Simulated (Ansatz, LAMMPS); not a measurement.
## Forces and charges in amorphous 63GeO2-24PbO-13Al2O3 (mol %) (115 atoms)

Wanted: forces, charges and levels of amorphous 63GeO2-24PbO-13Al2O3 (mol %) (115 atoms).

Program: Ansatz 0.2.0. Level of theory: Kohn-Sham DFT, PBE, PAW (set soft_2), plane waves. Results are calculated unless marked as measured.

### 1. The structure

The cell holds 115 atoms: 24 Ge, 9 Pb, 10 Al and 72 O. Cell: a = 12.151 Å, b = 12.151 Å, c = 12.151 Å, α = 90.0°, β = 90.0°, γ = 90.0°. 115 atoms (24 Ge, 9 Sr, 10 Al, 72 O) placed at random at 3.86 g/cm³, melted at 5000 K for 10 ps at fixed volume with the Morse and Coulomb pair potential with partial charges (Pedone, Malavasi, Menziani, Cormack and Segre, J. Phys. Chem. B 110, 11780 (2006)). Quenched from 5000 K to 300 K at 30 K/ps and fixed volume, held 10 ps at zero pressure, then minimised at fixed cell. Then Sr was replaced by Pb and the cell scaled by 1.008 (the potential has no terms for the new elements, so the cell is a start for a DFT relaxation).

What the set-up can't give: The quench rate of 30 K/ps is many orders above laboratory rates, so the cell is likely richer in defects and strain than a real sample. The starting topology of bonds comes from the classical model, and needn't be the one that DFT or experiment would give. Sampling is at Γ alone, for a cell whose shortest periodic width is 12 Å. Spin–orbit coupling is left out, which matters for the levels of the heavy elements.

### 2. Making the structure

A classical potential supplies the starting structure, since it reaches far longer times than DFT.

This step: classical MD, Morse and Coulomb pair potential with partial charges (Pedone, Malavasi, Menziani, Cormack and Segre, J. Phys. Chem. B 110, 11780 (2006)) (LAMMPS 22 Jul 2025 - Update 4).

in.lmp

```
# melt-quench of Ge24Sr9Al10O72
units metal
atom_style charge
boundary p p p
region box block 0 11.9397 0 11.9397 0 11.9397
create_box 4 box
mass 1 72.6300   # Ge
mass 2 87.6200   # Sr
mass 3 26.9815   # Al
mass 4 15.9990   # O
create_atoms 1 random 24 562564 NULL overlap 1.5 maxtry 2000
create_atoms 2 random 9 562571 NULL overlap 1.5 maxtry 2000
create_atoms 3 random 10 562578 NULL overlap 1.5 maxtry 2000
create_atoms 4 random 72 562585 NULL overlap 1.5 maxtry 2000
pair_style hybrid/overlay pedone 5.5 coul/long 8.0
pair_coeff * * coul/long
pair_coeff 1 4 pedone 0.158118 2.294230 2.261313 5   # Ge-O
pair_coeff 2 4 pedone 0.019623 1.886000 3.328330 3   # Sr-O
pair_coeff 3 4 pedone 0.361581 1.900442 2.164818 0.9   # Al-O
pair_coeff 4 4 pedone 0.042395 1.379316 3.618701 22   # O-O
set type 1 charge 2.4
set type 2 charge 1.2
set type 3 charge 1.8
set type 4 charge -1.2
kspace_style pppm 1.0e-4
neigh_modify delay 0 every 1 check yes
thermo_style custom step time temp pe press density
thermo_modify norm yes
timestep 0.002
thermo 100
min_style cg
minimize 1e-4 1e-4 200 2000
reset_timestep 0
velocity all create 5000 562565 mom yes dist gaussian
# [... 14 lines left out ...]
thermo 1666
fix md all npt temp 300 300 0.2 iso 0 0 2
run 5000 post no
unfix md
thermo 100
min_style cg
minimize 0 1e-3 2000 20000
write_dump all custom glass.dump id type xs ys zs modify sort id
```

On the command line:

```sh
> lmp -in in.lmp -log none -nocite
```

Numbers of over 12 decimals in the logs are rounded to 6 here.

Output:

```text
LAMMPS (22 Jul 2025 - Update 4)
Created orthogonal box = (0 0 0) to (11.9397 11.9397 11.9397)
Created 24 atoms
Created 9 atoms
Created 10 atoms
Created 72 atoms
PPPM initialization ...
  G vector (1/distance) = 0.37393042
  grid = 12 12 12
  estimated relative force accuracy = 8.4227747e-05
   Step          Time           Temp          PotEng         Press         Density
         0   0              0             -2.3138925      624661.21      3.8569526
        88   0.176          0             -14.215104      14813.23       3.8569526
Loop time of 0.214558 s on 1 MPI rank(s) for 88 steps with 115 atoms
Minimization stats:
  Stopping criterion = energy tolerance
[... 37 lines left out ...]
     88298   176.596        287.80221     -14.29156       7274.423       3.7910053
     89333   178.666        327.79036     -14.287293     -12306.573      3.7475007
Loop time of 8.08816 s on 1 MPI rank(s) for 5000 steps with 115 atoms
   Step          Time           Temp          PotEng         Press         Density
     89333   178.666        327.79036     -14.287293     -12306.68       3.7475007
     89357   178.714        327.79036     -14.325813     -7689.0378      3.7475007
Loop time of 0.0800571 s on 1 MPI rank(s) for 24 steps with 115 atoms
Minimization stats:
  Stopping criterion = linesearch alpha is zero
  Energy initial, next-to-last, final =
     -14.2872927664573  -14.3258129732801  -14.3258129732801
  Force two-norm initial, final = 13.381587 0.39668819
  Iterations, force evaluations = 24 81
```

It took 87 s on 1 thread of Intel Xeon Platinum 8259CL at 2.50GHz (Skylake/Cascade Lake), shared host; peak memory 0.078 GiB.

### 3. Plane-wave single point

The electrons are solved once, with the atoms held.

input.yaml

```yaml
crystal:
  lattice:
    - [12.15126, 0.0, 0.0]
    - [0.0, 12.15126, 0.0]
    - [0.0, 0.0, 12.15126]
  atoms:
    - { symbol: Ge, position: [0.4052, 0.61573, 0.61595] }
    - { symbol: Ge, position: [0.3714, 0.91239, 0.36759] }
    - { symbol: Ge, position: [0.78173, 0.35444, 0.63201] }
    - { symbol: Ge, position: [0.08181, 0.12889, 0.55846] }
    - { symbol: Ge, position: [0.94251, 0.83697, 0.33404] }
    - { symbol: Ge, position: [0.16415, 0.5232, 0.83035] }
    - { symbol: Ge, position: [0.59125, 0.33417, 0.96878] }
    - { symbol: Ge, position: [0.96325, 0.84846, 0.06367] }
    - { symbol: Ge, position: [0.42052, 0.36044, 0.5318] }
    - { symbol: Ge, position: [0.4523, 0.96534, 0.77743] }
    - { symbol: Ge, position: [0.01469, 0.69112, 0.66275] }
    - { symbol: Ge, position: [0.8469, 0.07022, 0.46271] }
    - { symbol: Ge, position: [0.82389, 0.44502, 0.87689] }
    - { symbol: Ge, position: [0.22043, 0.90268, 0.99533] }
    - { symbol: Ge, position: [0.58831, 0.09006, 0.09967] }
    - { symbol: Ge, position: [0.10251, 0.25103, 0.79704] }
    - { symbol: Ge, position: [0.06577, 0.39782, 0.20666] }
    - { symbol: Ge, position: [0.85788, 0.34899, 0.36058] }
    - { symbol: Ge, position: [0.44069, 0.72941, 0.03825] }
    - { symbol: Ge, position: [0.65589, 0.58555, 0.71227] }
    - { symbol: Ge, position: [0.78673, 0.80394, 0.77097] }
    - { symbol: Ge, position: [0.24178, 0.84973, 0.61514] }
    - { symbol: Ge, position: [0.57046, 0.20269, 0.71118] }
    - { symbol: Ge, position: [0.46923, 0.5019, 0.17895] }
    - { symbol: Pb, position: [0.33967, 0.10368, 0.57502] }
    - { symbol: Pb, position: [0.01222, 0.97436, 0.77675] }
    - { symbol: Pb, position: [0.65266, 0.81611, 0.47015] }
    - { symbol: Pb, position: [0.20745, 0.71024, 0.20591] }
    - { symbol: Pb, position: [0.12328, 0.56646, 0.42832] }
    - { symbol: Pb, position: [0.891, 0.10835, 0.17869] }
    - { symbol: Pb, position: [0.59962, 0.16715, 0.36831] }
    - { symbol: Pb, position: [0.72567, 0.63011, 0.05018] }
    - { symbol: Pb, position: [0.79452, 0.10646, 0.87043] }
    - { symbol: Al, position: [0.62611, 0.87201, 0.95104] }
    - { symbol: Al, position: [0.31891, 0.06305, 0.17488] }
    - { symbol: Al, position: [0.01224, 0.58597, 0.03196] }
    - { symbol: Al, position: [0.44004, 0.53331, 0.84628] }
    - { symbol: Al, position: [0.85291, 0.609, 0.4355] }
    - { symbol: Al, position: [0.44588, 0.65975, 0.36952] }
    - { symbol: Al, position: [0.63036, 0.47534, 0.39134] }
    - { symbol: Al, position: [0.2242, 0.25408, 0.36009] }
    - { symbol: Al, position: [0.30639, 0.13293, 0.93951] }
    - { symbol: Al, position: [0.2881, 0.3007, 0.12924] }
    - { symbol: O, position: [0.94216, 0.10488, 0.56412] }
    - { symbol: O, position: [0.4605, 0.6445, 0.92868] }
    - { symbol: O, position: [0.14873, 0.33314, 0.11109] }
    - { symbol: O, position: [0.48852, 0.66096, 0.50885] }
    - { symbol: O, position: [0.68628, 0.07805, 0.20042] }
    - { symbol: O, position: [0.7054, 0.71729, 0.68591] }
    - { symbol: O, position: [0.79835, 0.93925, 0.74058] }
    - { symbol: O, position: [0.15293, 0.01546, 0.6079] }
    - { symbol: O, position: [0.9169, 0.50132, 0.96416] }
    - { symbol: O, position: [0.21374, 0.17518, 0.84277] }
    - { symbol: O, position: [0.94576, 0.32646, 0.23979] }
    - { symbol: O, position: [0.28991, 0.87489, 0.47912] }
    - { symbol: O, position: [0.69502, 0.24099, 0.64972] }
    - { symbol: O, position: [0.13595, 0.16534, 0.43323] }
    - { symbol: O, position: [0.29188, 0.94637, 0.25542] }
    - { symbol: O, position: [0.63906, 0.00785, 0.99279] }
    - { symbol: O, position: [0.08849, 0.58864, 0.72676] }
    - { symbol: O, position: [0.8495, 0.3535, 0.51066] }
    - { symbol: O, position: [0.30432, 0.52499, 0.81021] }
    - { symbol: O, position: [0.71394, 0.57642, 0.44489] }
    - { symbol: O, position: [0.05983, 0.76115, 0.34113] }
    - { symbol: O, position: [0.84462, 0.18767, 0.37757] }
    - { symbol: O, position: [0.36924, 0.40449, 0.18383] }
    - { symbol: O, position: [0.53785, 0.38482, 0.45721] }
    - { symbol: O, position: [0.32948, 0.28351, 0.4558] }
    - { symbol: O, position: [0.7344, 0.3636, 0.94911] }
    - { symbol: O, position: [0.73243, 0.55365, 0.83342] }
    - { symbol: O, position: [0.12937, 0.5923, 0.95026] }
    - { symbol: O, position: [0.05513, 0.53213, 0.16081] }
    - { symbol: O, position: [0.72079, 0.38107, 0.32664] }
    - { symbol: O, position: [0.92258, 0.95411, 0.98181] }
    - { symbol: O, position: [0.71762, 0.02228, 0.47943] }
    - { symbol: O, position: [0.5394, 0.87221, 0.83486] }
    - { symbol: O, position: [0.24591, 0.03685, 0.04543] }
    - { symbol: O, position: [0.18021, 0.89682, 0.86316] }
    [... 31 atom lines left out ...]
    - { symbol: O, position: [0.85437, 0.38257, 0.75268] }
    - { symbol: O, position: [0.41468, 0.63078, 0.13943] }
    - { symbol: O, position: [0.68912, 0.46564, 0.64356] }
    - { symbol: O, position: [0.94202, 0.63562, 0.55252] }
    - { symbol: O, position: [0.5874, 0.22884, 0.06603] }
    - { symbol: O, position: [0.11151, 0.23234, 0.6526] }
kpoints:
  mp_grid: { grid: [1, 1, 1] }
hamiltonian:
  xc: pbe
scf:
  occupations: { method: fermi_dirac, width: 0.025 }
output:
  forces: true
  stress: true
  populations: true
  dos:
    method: { smearing: { sigma: 0.08 } }
    de: 0.1
    projected: { site_lists: { Al: [Al], Ge: [Ge], O: [O], Pb: [Pb] } }
  eigenvalues: true
  write_density: true
  write_potential: true
  volumetric_format: npy
```

On the command line:

```sh
> ansatz run input.yaml --threads 8 --pin off --max-ram 15872MiB --backend cpu --events-out ev --progress --plain --runs-dir out
```

Output:

```text
Engine: ansatz 0.2.0, x86_64-unknown-linux-gnu
Pseudopotentials: kind: paw
Pseudopotential: Ge, paw, valence charge 14, recommended cutoff 420 eV (normal), Ge.paw.azcp
Pseudopotential: Pb, paw, valence charge 14, recommended cutoff 420 eV (normal), Pb.paw.azcp
Pseudopotential: Al, paw, valence charge 3, recommended cutoff 420 eV (normal), Al.paw.azcp
[...]
--- Band table (eV) ---
  k-point 0: bands = ["-20.7220", "-20.7009", "-20.6354", "-20.5192", [... 561 levels ...], "13.7061", "13.7759", "13.8248", "13.8435", "13.8811", "13.9015", "13.9092", "13.9444", "13.9754", "14.0050", "14.0486", "14.0629"]
--- Löwdin populations: 115 sites ---
  site symbol       q [e]
     0     Ge     12.3928
     1     Ge     12.4450
     2     Ge     12.3813
[...]
114      O      6.7785
  spilling = 0.005254 (of n_electrons = 924.000000)
[key lines of the parts left out:]
SCF converged after 10 iterations
Free energy (F): -256483.579479 eV
Fermi energy:    5.596893 eV
P = ⅓ Tr σ = 3.0844 GPa (30.844 kbar)
```

The job ended after 37 s (8 threads of Intel Xeon Platinum 8259CL at 2.50GHz (Skylake/Cascade Lake), shared host; peak memory 3.1 GiB; 4.3 min of CPU time).

In the SCF lines HF is the Harris–Foulkes energy and dr2 the Hartree energy of the density residual, in eV; the loop may stop once dr2 is under the threshold and the program's other checks hold. Hψ counts applications of the Hamiltonian.

Numbers from this run:

```
free energy                                      : -256483.5795 eV
free energy per atom                             : -2230.2920 eV/atom
SCF cycles                                       : 10
pressure                                         : 3.084 GPa
r.m.s. force component                           : 0.8303 eV/Å
longest force                                    : 2.697 eV/Å
Fermi energy                                     : 5.597 eV
gap (highest filled to lowest empty level) : 1.747 eV
spilling of the projection                       : 0.005254
```

Length of the force by element:

| element | coordination | atoms | mean length of the force (eV/Å) | spread | least | most |
| --- | --- | --- | --- | --- | --- | --- |
| Al | all | 10 | 0.663 | 0.348 | 0.324 | 1.50 |
| Ge | all | 24 | 1.30 | 0.530 | 0.240 | 2.29 |
| O | all | 72 | 1.46 | 0.575 | 0.428 | 2.70 |
| Pb | all | 9 | 0.740 | 0.415 | 0.242 | 1.59 |

Löwdin charges by element (they lack the spilled electrons, 0.042 e an atom on average):

| element | coordination | atoms | mean charge (e) | spread | least | most |
| --- | --- | --- | --- | --- | --- | --- |
| Al | all | 10 | 1.33 | 0.0273 | 1.27 | 1.36 |
| Ge | all | 24 | 1.59 | 0.0255 | 1.54 | 1.64 |
| O | all | 72 | -0.786 | 0.0357 | -0.900 | -0.727 |
| Pb | all | 9 | 1.12 | 0.043 | 1.05 | 1.19 |

States in the cell by windows of 1 eV, zero at the Fermi level; the larger projections on atomic orbitals stand beside the total:

| from (eV) | to (eV) | total | O p | Ge p | Pb p | Ge s |
| --- | --- | --- | --- | --- | --- | --- |
| -10 | -9 | 15.1 | 8.1 | 0.8 | 0.0 | 3.1 |
| -9 | -8 | 25.3 | 11.1 | 1.3 | 0.1 | 2.6 |
| -8 | -7 | 24.0 | 14.7 | 2.7 | 0.2 | 1.1 |
| -7 | -6 | 38.4 | 28.5 | 6.1 | 0.3 | 0.4 |
| -6 | -5 | 42.6 | 32.6 | 4.9 | 1.0 | 0.4 |
| -5 | -4 | 56.0 | 46.1 | 3.1 | 2.0 | 0.3 |
| -4 | -3 | 88.3 | 79.2 | 1.9 | 2.3 | 0.2 |
| -3 | -2 | 95.1 | 88.9 | 1.1 | 1.3 | 0.1 |
| -2 | -1 | 49.0 | 45.9 | 0.4 | 0.5 | 0.1 |
| -1 | 0 | 2.5 | 2.4 | 0.0 | 0.0 | 0.0 |
| 0 | 1 | 2.0 | 0.3 | 0.0 | 1.4 | 0.1 |
| 1 | 2 | 14.3 | 2.1 | 0.5 | 8.1 | 1.7 |
| 2 | 3 | 23.9 | 3.7 | 1.2 | 13.4 | 2.3 |
| 3 | 4 | 23.5 | 4.3 | 2.0 | 10.1 | 3.9 |
| 4 | 5 | 22.4 | 4.1 | 3.4 | 5.4 | 4.8 |

The curve was stored every 0.10 eV, coarse against its broadening of 0.08 eV, so these counts are rough.

Between -26 and -10 eV lie 477 more states.

The levels nearest the highest filled one (over half full), pooled over k-points and spins:

| level less the highest filled one (eV) | occupation |
| --- | --- |
| -0.469 | 2 |
| -0.449 | 2 |
| -0.350 | 2 |
| -0.248 | 2 |
| -0.123 | 2 |
| 0 | 2 |
| 1.75 | 0 |
| 2.11 | 0 |
| 2.23 | 0 |
| 2.41 | 0 |
| 2.55 | 0 |
| 2.75 | 0 |

Electrostatic potential energy in the ab plane at fractional z = 0.363, with atoms of Ge and Pb and Al and O within 0.2 Å of it. With pseudopotentials it is smooth inside the atoms' cores, unlike the true potential.

Ten even steps from '0' (-34 eV) to '9' (11 eV), each cell a mean:
```
9999999999753357999999999999984138
8999999998510026899999999999996347
7899999998510026899998889999986324
5899999999754444589988788999873001
5447999999988830059988788998654212
5002899999999863479988888994003667
8546999999998765578898999994015899
9999889998677567557899999998778999
9987678993003567557899999998767899
9863136884015765678899999998667899
9852026899889988877877789998876679
9876567899999999988655568999960018
9988889999999999998656557999961028
9999889999999999998755566788666689
9998426999999999999987751264112589
9999646778999999999999985563000378
9999875555799999999999999985212589
9999865775689999988767889998667899
9999865655789999874100378996116999
9999987667899999861021048994004999
9999999999999999872010058998558999
9999999999999999986323588998888999
9999999999999966899888899998888999
9999999999988754899999999999888789
```
Columns run along a (12.2 Å; values clipped at the 3rd and 97th percentile), rows up along b (12.2 Å). Atoms in or near the plane, at fractional coordinates: Ge at (0.37, 0.91), Ge at (0.86, 0.35), Pb at (0.60, 0.17), Al at (0.45, 0.66), Al at (0.22, 0.25), O at (0.84, 0.19), O at (0.31, 0.62), O at (0.91, 0.50), O at (0.84, 0.75).

Valence density in the ab plane at fractional z = 0.363, with atoms of Ge and Pb and Al and O within 0.2 Å of it. It is the smooth field of the valence electrons, not physical close to the nuclei.

Ten steps, logarithmic in the rise over the least value, from '0' (0 e/Å³) to '9' (37 e/Å³), each cell a mean:
```
0000000000123322100000000000013442
0000000000158841000000000000013432
1000000000148731100000000000012332
2110000000012233320000000000012674
2343100000000245531000000001333453
3554200000000134421000000014553211
2343100000000011110000000013553100
0111000012332100000000000001221000
0001110014554200000000000000000000
0012221114553100111100011100001000
0012321001221000122210011100012321
0011211000000000112110000000135652
0000100000000000001100001000135542
0001221000000000000000123211122210
0002343100000000000000134432564200
0001333100000000000000123323797200
0000111000000000000000001112464100
0000000000000000000111000001221000
0000110000000000002344210013443100
0001111000000000013566420014554100
0001111000000000013565310012332100
0000000000000011101232100000110000
0000000000000133210000000000000000
0000000000001233210000000000012221
```
Columns run along a (12.2 Å), rows up along b (12.2 Å). Atoms in or near the plane, at fractional coordinates: Ge at (0.37, 0.91), Ge at (0.86, 0.35), Pb at (0.60, 0.17), Al at (0.45, 0.66), Al at (0.22, 0.25), O at (0.84, 0.19), O at (0.31, 0.62), O at (0.91, 0.50), O at (0.84, 0.75).

Mean Löwdin charges: Al +1.33, Ge +1.59, O -0.79, Pb +1.12 e (they miss 0.53 % of the electrons, so they add up to more than the cell's charge). The largest share in the top eV of filled states is O p (95 % of the projected weight), and in the lowest eV of empty states Pb p (59 % of the projected weight).

### 4. Local order

These statistics describe the geometry on which the runs were made.

Density 4.66 g/cm³, 15.60 Å³ an atom.

Pair distribution functions g(r), in bins of 0.2 Å:

| r (Å) | total | O-O | O-Ge | O-Al | O-Pb | Ge-Ge | Ge-Al |
| --- | --- | --- | --- | --- | --- | --- | --- |
| 1.60 | 0.57 | 0.00 | 1.47 | 1.76 | 0.00 | 0.00 | 0.00 |
| 1.80 | 4.13 | 0.00 | 11.39 | 10.67 | 0.00 | 0.00 | 0.00 |
| 2.00 | 0.11 | 0.00 | 0.32 | 0.27 | 0.00 | 0.00 | 0.00 |
| 2.20 | 0.04 | 0.00 | 0.17 | 0.00 | 0.00 | 0.00 | 0.00 |
| 2.40 | 0.02 | 0.00 | 0.00 | 0.00 | 0.18 | 0.00 | 0.00 |
| 2.60 | 0.74 | 0.99 | 0.00 | 0.00 | 3.58 | 0.00 | 0.00 |
| 2.80 | 2.15 | 4.74 | 0.05 | 0.24 | 2.58 | 0.00 | 0.00 |
| 3.00 | 1.00 | 1.73 | 0.09 | 0.11 | 1.47 | 0.00 | 2.57 |
| 3.20 | 0.76 | 0.75 | 0.32 | 0.48 | 0.44 | 2.37 | 3.75 |
| 3.40 | 1.05 | 0.71 | 0.53 | 1.36 | 0.57 | 3.44 | 2.89 |
| 3.60 | 0.80 | 0.71 | 0.89 | 0.76 | 0.76 | 0.78 | 0.24 |
| 3.80 | 0.92 | 0.59 | 1.21 | 1.23 | 0.92 | 0.00 | 0.21 |
| 4.00 | 0.94 | 0.71 | 1.41 | 1.17 | 0.62 | 0.62 | 0.55 |
| 4.20 | 1.08 | 0.61 | 1.69 | 1.23 | 0.99 | 0.55 | 1.20 |
| 4.40 | 1.12 | 0.68 | 1.69 | 2.15 | 1.09 | 0.25 | 0.62 |
| 4.60 | 1.09 | 0.78 | 1.44 | 1.54 | 0.93 | 1.53 | 1.41 |
| 4.80 | 0.99 | 0.96 | 1.05 | 0.69 | 1.68 | 1.41 | 0.65 |
| 5.00 | 0.99 | 1.29 | 0.74 | 0.51 | 1.14 | 1.19 | 0.59 |
| 5.20 | 1.04 | 1.35 | 0.64 | 0.66 | 1.14 | 0.73 | 1.20 |
| 5.40 | 1.07 | 1.48 | 0.61 | 0.58 | 1.56 | 1.02 | 1.03 |
| 5.60 | 0.96 | 1.14 | 0.67 | 0.82 | 0.78 | 1.50 | 1.33 |
| 5.80 | 1.02 | 1.16 | 0.99 | 0.74 | 0.72 | 1.55 | 1.42 |
| 6.00 | 0.94 | 0.96 | 1.05 | 0.91 | 0.74 | 0.83 | 1.00 |

A closer look about Pb31, one of the 9 Pb atoms: 10 atoms, nearest first, numbered in the order of the input, with positions taken from that point.

| atom | x | y | z | distance (Å) | Löwdin charge (e) | Fx | Fy | Fz (eV/Å) |
| --- | --- | --- | --- | --- | --- | --- | --- | --- |
| Pb31 | 0.00 | 0.00 | 0.00 | 0.00 | 1.12 | 0.39 | -0.78 | -0.25 |
| O48 | 1.05 | -1.08 | -2.04 | 2.54 | -0.77 | 1.81 | 0.37 | 1.96 |
| O96 | -1.97 | -1.67 | 0.50 | 2.62 | -0.79 | 1.21 | 1.54 | 0.93 |
| O75 | 1.43 | -1.76 | 1.35 | 2.64 | -0.76 | -2.04 | -0.34 | 0.00 |
| O67 | -0.75 | 2.64 | 1.08 | 2.95 | -0.82 | 0.97 | -0.17 | -0.67 |
| O65 | 2.98 | 0.25 | 0.11 | 2.99 | -0.75 | -0.17 | 0.44 | -2.05 |
| O73 | 1.47 | 2.60 | -0.51 | 3.03 | -0.81 | -0.57 | -0.80 | -0.66 |
| Ge15 | -0.14 | -0.94 | -3.26 | 3.40 | 1.57 | -1.30 | -0.31 | -0.99 |
| Ge12 | 3.00 | -1.18 | 1.15 | 3.43 | 1.55 | 1.10 | -0.13 | 0.13 |
| O89 | -1.71 | -1.33 | -2.70 | 3.46 | -0.81 | 0.19 | -0.24 | 0.42 |

### 5. What came out

* free energy per atom: -2230.2920 eV/atom
* pressure: 3.084 GPa
* r.m.s. force component: 0.8303 eV/Å
* gap (highest filled to lowest empty level): 1.747 eV
* wall time of the 1 DFT run: 37 s

What this shows: The highest filled and lowest empty levels differ by 1.75 eV (at Γ alone); a semilocal functional narrows such gaps, while the missing spin–orbit coupling widens them for these heavy elements, so the errors pull opposite ways. In a disordered cell it changes from sample to sample, and tail or defect levels can set it.

What to keep in mind: The geometry was minimised with a classical potential after classical dynamics and isn't relaxed at this level: its force components are 0.83 eV/Å r.m.s. The pressure of 3.1 GPa belongs to a cell and atoms that aren't relaxed at this level.

[Logs are printed without paths, hosts, clocks, repeated set-up lines and the standing remarks that a program may print on its own settings, such as how far it seeks lower states.]

[Hosts, paths, dates, database ids (printed as entryN), source tags and the programs' standing remarks are cut or masked in the printed files.]
